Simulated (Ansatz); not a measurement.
# Decaying states in the gap of K2LiCl3, part 2 of 2

Wanted: the relaxed cell of K2LiCl3, its band edges and its decay constants. It is built by putting Li for Na in the K2NaCl3 structure of space group P-3m1, with the volume rescaled by atomic radii. The parent structure comes from the Materials Project.

Ansatz 0.2.0; r2SCAN DFT, plane waves, PAW files (the session's first sound run).

So far, gap on the k-mesh (eV): step 3 (the bulk crystal and its band edges, r2SCAN) 5.86; step 6 (PBE, cutoff 420 eV) 5.20.

The structure was built from a prototype and need not be the compound's stable phase.

## Step 7: Complex bands at another level, cutoff 420 eV (continued)

K parallel (0.5, 0); values up to 1.5 1/Å, a degenerate pair printed once or twice; energies at which all values exceed this have no row. Im kz of the slowest decaying states against energy, zero at the highest filled level on the SCF mesh:

| energy (eV) | decay 1 (Å⁻¹) | decay 2 (Å⁻¹) | decay 3 (Å⁻¹) | decay 4 (Å⁻¹) |
| --- | --- | --- | --- | --- |
| -1.00 | 0.153 | 0.533 | 0.724 | 1.19 |
| -0.46 | 0.225 | 0.676 | 1.11 | 1.37 |
| 0.08 | 0.376 | 0.475 | 0.695 | 1.07 |
| 0.62 | 0.476 | 0.682 | 0.768 | 1.04 |
| 0.98 | 0.516 | 0.754 | 0.784 | 1.02 |
| 1.52 | 0.553 | 0.790 | 0.824 | 0.982 |
| 2.06 | 0.573 | 0.784 | 0.869 | 0.944 |
| 2.60 | 0.579 | 0.770 | 0.897 | 0.904 |
| 3.14 | 0.574 | 0.749 | 0.862 | 0.912 |
| 3.68 | 0.558 | 0.721 | 0.818 | 0.918 |
| 4.22 | 0.531 | 0.687 | 0.771 | 0.916 |
| 4.58 | 0.506 | 0.660 | 0.738 | 0.909 |
| 5.12 | 0.456 | 0.611 | 0.685 | 0.893 |
| 5.66 | 0.382 | 0.549 | 0.628 | 0.869 |
| 6.20 | 0.254 | 0.464 | 0.565 | 0.836 |

At the listed wavevectors the last open channel is at -0.10 eV and the next at +5.30 eV on the grid. At +2.60 eV, the grid energy nearest the filling level (the middle of the gap on the SCF mesh), the slowest state at the listed wavevectors decays with κ = 0.404 Å⁻¹, its amplitude falling by e over 2.5 Å; the first such run, plane (001), gave 0.428 Å⁻¹.

## Step 8: A repeat with changed settings: basis.xc_grid = 3

This step: r2SCAN DFT, plane waves, PAW files; complex bands by layer matching along the plane's normal; changed: basis.xc_grid = 3 (Ansatz 0.2.0).

This run repeats an earlier one, its twin (the complex run, plane (001)), with one setting changed (basis.xc_grid; files written aside). It is meant to test whether the numerical route changes the result or only the time. Where the input is shown as a difference, that is against the step before, not the twin.

Contents of input.yaml:

```yaml
crystal:
  lattice:
    - [4.133285928, 0.0, 0.0]
    - [2.066642964, 3.579530614, 0.0]
    - [0.0, 0.0, 10.535084979]
  atoms:
    - { symbol: K, position: [0.6666666667, 0.6666666667, 0.6848287943] }
    - { symbol: K, position: [0.3333333333, 0.3333333333, 0.3151712057] }
    - { symbol: Li, position: [0.0, 0.0, 0.0] }
    - { symbol: Cl, position: [0.6666666667, 0.6666666667, 0.1297295142] }
    - { symbol: Cl, position: [0.3333333333, 0.3333333333, 0.8702704858] }
    - { symbol: Cl, position: [0.0, 0.0, 0.5] }
kpoints:
  mp_grid: { grid: [6, 6, 2] }
scf:
  occupations: { method: fixed }
hamiltonian:
  xc: r2scan
output:
  eigenvalues: true
  transmission:
    leads: [[0, 0]]
    kpoints: [[0.0, 0.0], [0.5, 0.0]]
    e_range: [-1.0, 6.86]
    de: 0.2
basis:
  xc_grid: 3
```

Launch:

```sh
$ ansatz run input.yaml --threads 2 --pin off --max-ram 4096MiB --backend cpu --events-out ev --progress --plain --runs-dir out
```

Run time: 16 s. Hardware: 2 threads of Intel Xeon Platinum 8175M at 2.50GHz (Skylake/Cascade Lake), shared host; peak memory 0.78 GiB.

A gap read on the k-mesh alone can miss the band edges.

This step gave:

```
free energy                                               : -6553.3858 eV
Fermi energy                                              : 0.8608 eV
gap on the k-mesh                                         : 5.859 eV
level to which the leads are filled                       : 2.930 eV from the Fermi level
decay constant at the filling level, zone centre          : 0.4281 Å⁻¹
decay constant at the filling level, slowest listed point : 0.4281 Å⁻¹
```

K parallel (0, 0); values up to 1.5 1/Å, a degenerate pair printed once or twice; energies at which all values exceed this have no row. Im kz of the slowest decaying states against energy, zero at the highest filled level on the SCF mesh:

| energy (eV) | decay 1 (Å⁻¹) | decay 2 (Å⁻¹) | decay 3 (Å⁻¹) | decay 4 (Å⁻¹) |
| --- | --- | --- | --- | --- |
| -1.00 | 0.695 | 1.33 | 1.35 | 1.41 |
| -0.60 | 0.105 | 0.461 | 1.31 | 1.32 |
| -0.20 | 1.30 | 1.30 | 1.35 | - |
| 0.00 | 0.00559 | 0.242 | 1.28 | 1.29 |
| 0.20 | 0.195 | 0.455 | 1.27 | 1.28 |
| 0.60 | 0.305 | 0.634 | 1.24 | 1.26 |
| 1.00 | 0.362 | 0.729 | 1.21 | 1.24 |
| 1.40 | 0.397 | 0.789 | 1.18 | 1.22 |
| 1.80 | 0.418 | 0.829 | 1.15 | 1.18 |
| 2.20 | 0.430 | 0.857 | 1.11 | 1.15 |
| 2.60 | 0.432 | 0.874 | 1.08 | 1.11 |
| 3.00 | 0.428 | 0.883 | 1.05 | 1.08 |
| 3.20 | 0.423 | 0.885 | 1.03 | 1.06 |
| 3.60 | 0.409 | 0.884 | 0.991 | 1.03 |
| 4.00 | 0.387 | 0.877 | 0.953 | 0.995 |
| 4.40 | 0.357 | 0.865 | 0.913 | 0.961 |
| 4.80 | 0.316 | 0.848 | 0.871 | 0.927 |
| 5.20 | 0.259 | 0.826 | 0.827 | 0.891 |
| 5.60 | 0.169 | 0.778 | 0.801 | 0.854 |
| 6.00 | 0.724 | 0.772 | 0.815 | 0.925 |
| 6.40 | 0.662 | 0.738 | 0.774 | 0.883 |
| 6.80 | 0.585 | 0.699 | 0.729 | 0.834 |

K parallel (0.5, 0); values up to 1.5 1/Å, a degenerate pair printed once or twice; energies at which all values exceed this have no row. Table of Im kz of the slowest decaying states by energy, zero at the highest filled level on the SCF mesh:

| energy (eV) | decay 1 (Å⁻¹) | decay 2 (Å⁻¹) | decay 3 (Å⁻¹) | decay 4 (Å⁻¹) |
| --- | --- | --- | --- | --- |
| -1.00 | 0.184 | 0.524 | 0.764 | 1.21 |
| -0.60 | 0.0987 | 0.305 | 0.710 | 1.12 |
| -0.20 | 0.315 | 0.464 | 1.10 | 1.45 |
| 0.00 | 0.361 | 0.431 | 0.666 | 1.09 |
| 0.20 | 0.412 | 0.552 | 0.719 | 1.08 |
| 0.60 | 0.481 | 0.686 | 0.765 | 1.06 |
| 1.00 | 0.526 | 0.767 | 0.785 | 1.04 |
| 1.40 | 0.557 | 0.792 | 0.822 | 1.02 |
| 1.80 | 0.577 | 0.793 | 0.862 | 0.992 |
| 2.20 | 0.589 | 0.788 | 0.892 | 0.966 |
| 2.60 | 0.595 | 0.780 | 0.913 | 0.939 |
| 3.00 | 0.595 | 0.768 | 0.911 | 0.928 |
| 3.20 | 0.593 | 0.761 | 0.897 | 0.934 |
| 3.60 | 0.585 | 0.744 | 0.868 | 0.941 |
| 4.00 | 0.572 | 0.724 | 0.837 | 0.944 |
| 4.40 | 0.553 | 0.701 | 0.806 | 0.943 |
| 4.80 | 0.528 | 0.675 | 0.773 | 0.938 |
| 5.20 | 0.497 | 0.644 | 0.739 | 0.929 |
| 5.60 | 0.456 | 0.608 | 0.703 | 0.916 |
| 6.00 | 0.403 | 0.566 | 0.666 | 0.900 |
| 6.40 | 0.330 | 0.515 | 0.626 | 0.879 |
| 6.80 | 0.202 | 0.450 | 0.584 | 0.855 |

The energy agrees with the twin's within 2e-6 eV and the result to the printed digits, after as many cycles: the change makes no difference here.

## Step 9: Summary of results

| Item | Value |
| --- | --- |
| band gap | 5.86 eV |
| least decay constant at mid-gap, normal to (001) | 0.428 Å⁻¹ |
| least decay constant on a mesh, normal to (001) | 0.429 Å⁻¹ |
| least decay constant, PBE | 0.404 Å⁻¹ |

What this shows: With r2SCAN, the slowest decay at the wavevectors tried is κ = 0.428 Å⁻¹, normal to (001). Through such a film the transmission near mid-gap falls as exp(−2κd), a factor of ten every 2.7 Å. A free electron under a barrier of half the gap would need a mass of 0.24 mₑ to decay at this rate. With PBE the gap goes from 5.86 to 5.20 eV and the decay constant, over the first 2 listed wavevectors, from 0.428 to 0.404 Å⁻¹. The compound is made up by substitution; its stability against other phases and against distortions of the cell's symmetry was not tested. r2SCAN still narrows gaps, if less than LDA and GGA do, so real decay constants are likely larger.

[Logs are printed without paths, hosts, clocks, repeated set-up lines and the standing remarks that a program may print on its own settings, such as how far it seeks lower states.]

[Hosts, paths, dates, database ids (printed as entryN), source tags and the programs' standing remarks are cut or masked in the printed files.]
